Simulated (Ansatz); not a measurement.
## TaTc (Pm-3m): phonons along a line and the smearing

Does TaTc (Pm-3m) have a Kohn anomaly or a soft branch that a wide smearing hides?

Main program and level: Ansatz 0.2.0; DFT PBEsol, scalar-relativistic, plane waves, PAW.

Report form: the programs' logs are mostly left out.

## (1) Set-up

The structure is cubic, space group Pm-3m (No. 221). Conventional cell: a = 3.172 Å, b = 3.172 Å, c = 3.172 Å, α = 90.00°, β = 90.00°, γ = 90.00°. Nearest to Ta lie 8 Tc at 2.75 Å. Tc has 8 Ta at 2.75 Å nearest. Farther neighbours are not listed.

## (2) Relaxing cell and atoms

The structure is brought to rest under this functional.

input.yaml

```yaml
crystal:
  lattice:
    - [3.172, 0.0, 0.0]
    - [0.0, 3.172, 0.0]
    - [0.0, 0.0, 3.172]
  atoms:
    - { symbol: Ta, position: [0.0, 0.0, 0.0] }
    - { symbol: Tc, position: [0.5, 0.5, 0.5] }
kpoints:
  mp_grid: { grid: [10, 10, 10] }
hamiltonian:
  xc: pbesol
scf:
  occupations: { method: gaussian, width: 0.1 }
output:
  forces: true
  stress: true
  eigenvalues: true
  write_density: true
  write_potential: true
  elf: true
  volumetric_format: npy
relax:
  adjacent_minimum: "off"
  f_tol: 0.005
  max_steps: 80
  cell: { stress_tol: 0.05 }
```

Command:

```bash
$ ansatz run input.yaml --threads 4 --pin off --max-ram 8192MiB --backend cpu --events-out ev --progress --plain --runs-dir out
```

Run time: 4 s. Hardware: 4 threads of Arm Neoverse V1, shared host; peak memory 0.36 GiB.

Step by step:

```csv
step,energy less that of the first step (eV),largest force component (eV/Å),pressure (GPa),volume (Å³)
1,0.0000,0.0000,-4.93,31.92
2,0.0478,0.0000,13.76,29.94
3,-0.0092,0.0000,-0.37,31.37
4,-0.0093,0.0000,0.01,31.33
5,-0.0092,0.0000,0.01,31.33
```

The log counts 1 steps on a newly chosen plane-wave basis, not all of them marked here; energy and pressure can jump at such steps. Relaxation step 2 was tried and not accepted.

| conventional cell, symmetrised | before | after | change |
| --- | --- | --- | --- |
| a (Å) | 3.172 | 3.152 | -0.6 % |
| b (Å) | 3.172 | 3.152 | -0.6 % |
| c (Å) | 3.172 | 3.152 | -0.6 % |
| volume (Å³/atom) | 15.96 | 15.66 | -1.8 % |

The relaxed structure:

```cif
data_structure
_symmetry_space_group_name_H-M 'P 1'
_symmetry_Int_Tables_number 1
_cell_length_a 3.1523
_cell_length_b 3.1523
_cell_length_c 3.1523
_cell_angle_alpha 90.000
_cell_angle_beta 90.000
_cell_angle_gamma 90.000
_cell_volume 31.33
loop_
_atom_site_label
_atom_site_type_symbol
_atom_site_fract_x
_atom_site_fract_y
_atom_site_fract_z
_atom_site_occupancy
Ta1 Ta 0.00000 0.00000 0.00000 1
Tc2 Tc 0.50000 0.50000 0.50000 1
```

Numbers from this step:

```
pressure          : 0.006574 GPa
volume per atom   : 15.66 Å³
metallic on mesh  : yes
gap on the k-mesh : 0 eV
```

ELF in the ac plane at fractional y = 0.000, with atoms of Ta within 0.2 Å of it. It is the smooth field of the valence electrons, not physical close to the nuclei.

Values, 16 rows by 16 columns:
```
0.12 0.31 0.63 0.72 0.51 0.20 0.15 0.27 0.35 0.27 0.15 0.20 0.51 0.72 0.63 0.31
0.54 0.63 0.73 0.69 0.41 0.17 0.19 0.32 0.40 0.32 0.19 0.17 0.41 0.69 0.73 0.63
0.73 0.72 0.69 0.51 0.26 0.18 0.27 0.40 0.46 0.40 0.27 0.18 0.26 0.51 0.69 0.72
0.54 0.51 0.41 0.26 0.19 0.24 0.37 0.46 0.49 0.46 0.37 0.24 0.19 0.26 0.41 0.51
0.21 0.20 0.17 0.18 0.24 0.35 0.44 0.48 0.49 0.48 0.44 0.35 0.24 0.18 0.17 0.20
0.13 0.15 0.19 0.27 0.37 0.44 0.46 0.46 0.46 0.46 0.46 0.44 0.37 0.27 0.19 0.15
0.25 0.27 0.32 0.40 0.46 0.48 0.46 0.44 0.42 0.44 0.46 0.48 0.46 0.40 0.32 0.27
0.33 0.35 0.40 0.46 0.49 0.49 0.46 0.42 0.41 0.42 0.46 0.49 0.49 0.46 0.40 0.35
0.25 0.27 0.32 0.40 0.46 0.48 0.46 0.44 0.42 0.44 0.46 0.48 0.46 0.40 0.32 0.27
0.13 0.15 0.19 0.27 0.37 0.44 0.46 0.46 0.46 0.46 0.46 0.44 0.37 0.27 0.19 0.15
0.21 0.20 0.17 0.18 0.24 0.35 0.44 0.48 0.49 0.48 0.44 0.35 0.24 0.18 0.17 0.20
0.54 0.51 0.41 0.26 0.19 0.24 0.37 0.46 0.49 0.46 0.37 0.24 0.19 0.26 0.41 0.51
0.73 0.72 0.69 0.51 0.26 0.18 0.27 0.40 0.46 0.40 0.27 0.18 0.26 0.51 0.69 0.72
0.54 0.63 0.73 0.69 0.41 0.17 0.19 0.32 0.40 0.32 0.19 0.17 0.41 0.69 0.73 0.63
0.12 0.31 0.63 0.72 0.51 0.20 0.15 0.27 0.35 0.27 0.15 0.20 0.51 0.72 0.63 0.31
0.00 0.12 0.54 0.73 0.54 0.21 0.13 0.25 0.33 0.25 0.13 0.21 0.54 0.73 0.54 0.12
```
Columns run along a (3.2 Å), rows up along c (3.2 Å). Atoms in or near the plane, at fractional coordinates: Ta at (0.00, 0.00).

Electrostatic potential energy in the ac plane at fractional y = 0.000, with atoms of Ta within 0.2 Å of it. With pseudopotentials it is smooth inside the atoms' cores, unlike the true potential.

Ten even steps from '0' (-62 eV) to '9' (23 eV):
```
0024689999986420
1235789999987532
4456789999987654
6677899999998776
7888999999999888
9999999999999999
9999999999999999
9999999999999999
9999999999999999
9999999999999999
7888999999999888
6677899999998776
4456789999987654
1235789999987532
0024689999986420
0014679999976410
```
Columns run along a (3.2 Å; values clipped at the 3rd and 97th percentile), rows up along c (3.2 Å). Atoms in or near the plane, at fractional coordinates: Ta at (0.00, 0.00).

Valence density in the ac plane at fractional y = 0.000, with atoms of Ta within 0.2 Å of it. It is the smooth field of the valence electrons, not physical close to the nuclei.

Values in e/Å³, 16 rows by 16 columns:
```
3.9 4.3 4.4 3.2 1.5 0.6 0.3 0.2 0.2 0.2 0.3 0.6 1.5 3.2 4.4 4.3
4.5 4.4 3.8 2.4 1.1 0.5 0.3 0.3 0.2 0.3 0.3 0.5 1.1 2.4 3.8 4.4
3.4 3.2 2.4 1.4 0.7 0.4 0.3 0.3 0.3 0.3 0.3 0.4 0.7 1.4 2.4 3.2
1.7 1.5 1.1 0.7 0.4 0.3 0.3 0.3 0.3 0.3 0.3 0.3 0.4 0.7 1.1 1.5
0.6 0.6 0.5 0.4 0.3 0.3 0.3 0.3 0.3 0.3 0.3 0.3 0.3 0.4 0.5 0.6
0.3 0.3 0.3 0.3 0.3 0.3 0.3 0.3 0.3 0.3 0.3 0.3 0.3 0.3 0.3 0.3
0.2 0.2 0.3 0.3 0.3 0.3 0.3 0.3 0.3 0.3 0.3 0.3 0.3 0.3 0.3 0.2
0.2 0.2 0.2 0.3 0.3 0.3 0.3 0.3 0.3 0.3 0.3 0.3 0.3 0.3 0.2 0.2
0.2 0.2 0.3 0.3 0.3 0.3 0.3 0.3 0.3 0.3 0.3 0.3 0.3 0.3 0.3 0.2
0.3 0.3 0.3 0.3 0.3 0.3 0.3 0.3 0.3 0.3 0.3 0.3 0.3 0.3 0.3 0.3
0.6 0.6 0.5 0.4 0.3 0.3 0.3 0.3 0.3 0.3 0.3 0.3 0.3 0.4 0.5 0.6
1.7 1.5 1.1 0.7 0.4 0.3 0.3 0.3 0.3 0.3 0.3 0.3 0.4 0.7 1.1 1.5
3.4 3.2 2.4 1.4 0.7 0.4 0.3 0.3 0.3 0.3 0.3 0.4 0.7 1.4 2.4 3.2
4.5 4.4 3.8 2.4 1.1 0.5 0.3 0.3 0.2 0.3 0.3 0.5 1.1 2.4 3.8 4.4
3.9 4.3 4.4 3.2 1.5 0.6 0.3 0.2 0.2 0.2 0.3 0.6 1.5 3.2 4.4 4.3
3.1 3.9 4.5 3.4 1.7 0.6 0.3 0.2 0.2 0.2 0.3 0.6 1.7 3.4 4.5 3.9
```
Columns run along a (3.2 Å), rows up along c (3.2 Å). Atoms in or near the plane, at fractional coordinates: Ta at (0.00, 0.00).

The largest force is now zero by symmetry and the largest stress component 0.0066 GPa, small enough for phonons.

## (3) Wavevectors along a line: Fermi–Dirac smearing of 0.1 eV

The smearing blurs the Fermi surface that screens the phonons; a Fermi–Dirac width is an electronic temperature.

input.yaml

```yaml
crystal:
  lattice:
    - [3.1523408377, 0.0, 0.0]
    - [0.0, 3.1523408377, 0.0]
    - [0.0, 0.0, 3.1523408377]
  atoms:
    - { symbol: Ta, position: [0.0, 0.0, 0.0] }
    - { symbol: Tc, position: [0.5, 0.5, 0.5] }
kpoints:
  mp_grid: { grid: [16, 16, 16] }
hamiltonian:
  xc: pbesol
scf:
  occupations: { method: fermi_dirac, width: 0.1 }
output:
  eigenvalues: true
phonons:
  method: dfpt
  qpoints:
    - [0, 0, 0]
    - [0.0, 0.0625, 0.0]
    - [0.0, 0.1875, 0.0]
    - [0.0, 0.3125, 0.0]
    - [0.0, 0.4375, 0.0]
  masses: [{ species: Tc, mass: 97.907 }]
```

Run time: 4.5 min. Hardware: 4 threads; peak memory 2.3 GiB.

Each wavevector solved by linear response. Frequency against |q| along the line:

| \|q\| along the line (Å⁻¹) | mode 1 = mode 2 (cm⁻¹) | mode 3 (cm⁻¹) | mode 4 (cm⁻¹) | mode 5 (cm⁻¹) | mode 6 (cm⁻¹) |
| --- | --- | --- | --- | --- | --- |
| 0.000 | 0 | 0 | 192 | 192 | 192 |
| 0.125 | 18.2 | 39.2 | 192 | 192 | 202 |
| 0.374 | 53.5 | 112 | 190 | 190 | 231 |
| 0.623 | 86.0 | 171 | 185 | 185 | 247 |
| 0.872 | 105 | 185 | 185 | 209 | 252 |

## (4) Phonons along a line: Fermi–Dirac smearing of 0.25 eV

Each wavevector is solved by itself, so no interpolation smooths a dip of the branch.

Changes to input.yaml since step 3:

```diff
@@ -13,3 +13,3 @@
 scf:
-  occupations: { method: fermi_dirac, width: 0.1 }
+  occupations: { method: fermi_dirac, width: 0.25 }
 output:
```

Wider smearing eases the sum over k-points of a metal but moves the result away from its zero-temperature value.

It took 5.2 min on 4 threads; peak memory 2.4 GiB; 20 min of CPU time.

Each wavevector solved by linear response. Frequency against |q| along the line:

```
|q| along the line (Å⁻¹)  mode 1 = mode 2 (cm⁻¹)  mode 3 (cm⁻¹)  mode 4 (cm⁻¹)  mode 5 (cm⁻¹)  mode 6 (cm⁻¹)
                   0.000                       0              0            191            191            191
                   0.125                    18.1           38.4            190            190            197
                   0.374                    53.2            109            188            188            222
                   0.623                    85.0            166            184            184            237
                   0.872                     104            181            181            202            243
```

Against step 3 (now smearing width 0.25 eV), the free energy moves by -29.7 meV an atom.

## (5) Wavevectors along a line: Fermi–Dirac smearing of 0.04 eV

Changes to input.yaml since step 4:

```diff
@@ -13,3 +13,3 @@
 scf:
-  occupations: { method: fermi_dirac, width: 0.25 }
+  occupations: { method: fermi_dirac, width: 0.04 }
 output:
```

Narrower smearing comes nearer the zero-temperature value but asks more of the mesh.

Wall time 4.4 min (4 threads); peak memory 2.2 GiB.

Each wavevector solved by linear response. The frequency by |q| along the line:

| \|q\| along the line (Å⁻¹) | mode 1 = mode 2 (cm⁻¹) | mode 3 (cm⁻¹) | mode 4 (cm⁻¹) | mode 5 (cm⁻¹) | mode 6 (cm⁻¹) |
| --- | --- | --- | --- | --- | --- |
| 0.000 | 0 | 0 | 192 | 192 | 192 |
| 0.125 | 18.2 | 39.1 | 192 | 192 | 202 |
| 0.374 | 53.3 | 112 | 191 | 191 | 231 |
| 0.623 | 86.2 | 171 | 184 | 184 | 247 |
| 0.872 | 105 | 185 | 185 | 210 | 252 |

Against step 3 (now smearing width 0.04 eV), the free energy moves by +3.7 meV an atom.

## (6) Wavevectors along a line: Methfessel–Paxton smearing of 0.2 eV

The smearing blurs the Fermi surface that screens the phonons; a Methfessel–Paxton width blurs it less than a thermal one.

Changes to input.yaml since step 5:

```diff
@@ -13,3 +13,3 @@
 scf:
-  occupations: { method: fermi_dirac, width: 0.04 }
+  occupations: { method: methfessel_paxton, width: 0.2 }
 output:
```

The job ended after 4.5 min (4 threads; peak memory 2.3 GiB; 18 min of CPU time).

Each wavevector solved by linear response. The frequency by |q| along the line:

```csv
|q| along the line (Å⁻¹),mode 1 = mode 2 (cm⁻¹),mode 3 (cm⁻¹),mode 4 (cm⁻¹),mode 5 (cm⁻¹),mode 6 (cm⁻¹)
0.000,0,0,192,192,192
0.125,18.2,39.2,192,192,203
0.374,53.4,112,191,191,232
0.623,86.2,171,185,185,248
0.872,105,185,185,210,253
```

Against step 3 (now occupations Methfessel-Paxton and smearing width 0.2 eV), the free energy moves by +4.3 meV an atom.

## (7) The lowest branch at each setting

Lowest frequency against |q| along the line:

| \|q\| along the line (Å⁻¹) | fermi dirac 0.1 eV, k 16x16x16 (cm⁻¹) | fermi dirac 0.25 eV, k 16x16x16 (cm⁻¹) | fermi dirac 0.04 eV, k 16x16x16 (cm⁻¹) | methfessel paxton 0.2 eV, k 16x16x16 (cm⁻¹) |
| --- | --- | --- | --- | --- |
| 0.000 | 0 | 0 | 0 | 0 |
| 0.125 | 18.2 | 18.1 | 18.2 | 18.2 |
| 0.374 | 53.5 | 53.2 | 53.3 | 53.4 |
| 0.623 | 86.0 | 85.0 | 86.2 | 86.2 |
| 0.872 | 105 | 104 | 105 | 105 |

## (8) Outcome

| Item | Value |
| --- | --- |
| phonon run of the rows without a label of their own | PBEsol, k 16×16×16 |
| lowest branch at the last solved point, Fermi–Dirac 0.1 eV | 105 cm⁻¹ at \|q\| = 0.872 Å⁻¹ |
| lowest branch at the last solved point, Fermi–Dirac 0.25 eV | 104 cm⁻¹ at \|q\| = 0.872 Å⁻¹ |
| lowest branch at the last solved point, Fermi–Dirac 0.04 eV | 105 cm⁻¹ at \|q\| = 0.872 Å⁻¹ |
| lowest branch at the last solved point, Methfessel–Paxton 0.2 eV | 105 cm⁻¹ at \|q\| = 0.872 Å⁻¹ |

In words: No branch softens by more than 4 % of the top frequency as the smearing narrows, so no anomaly that hangs on the smearing shows at these points. The line holds 5 wavevectors, so a narrow dip between them would be missed. Between Fermi–Dirac 0.25 eV and Fermi–Dirac 0.04 eV the largest change, with modes counted by rank of frequency, is in mode 6 at |q| = 0.623 Å⁻¹, from 237 to 247 cm⁻¹. Where branches cross, a count by rank can hide a softening. At the narrowest width the k mesh may not resolve the Fermi surface, so part of the change can be mesh noise. Spin–orbit coupling, left out here, matters for Ta.

[Logs are printed without paths, hosts, clocks, repeated set-up lines and the standing remarks that a program may print on its own settings, such as how far it seeks lower states.]

[Hosts, paths, dates, database ids (printed as entryN), source tags and the programs' standing remarks are cut or masked in the printed files.]
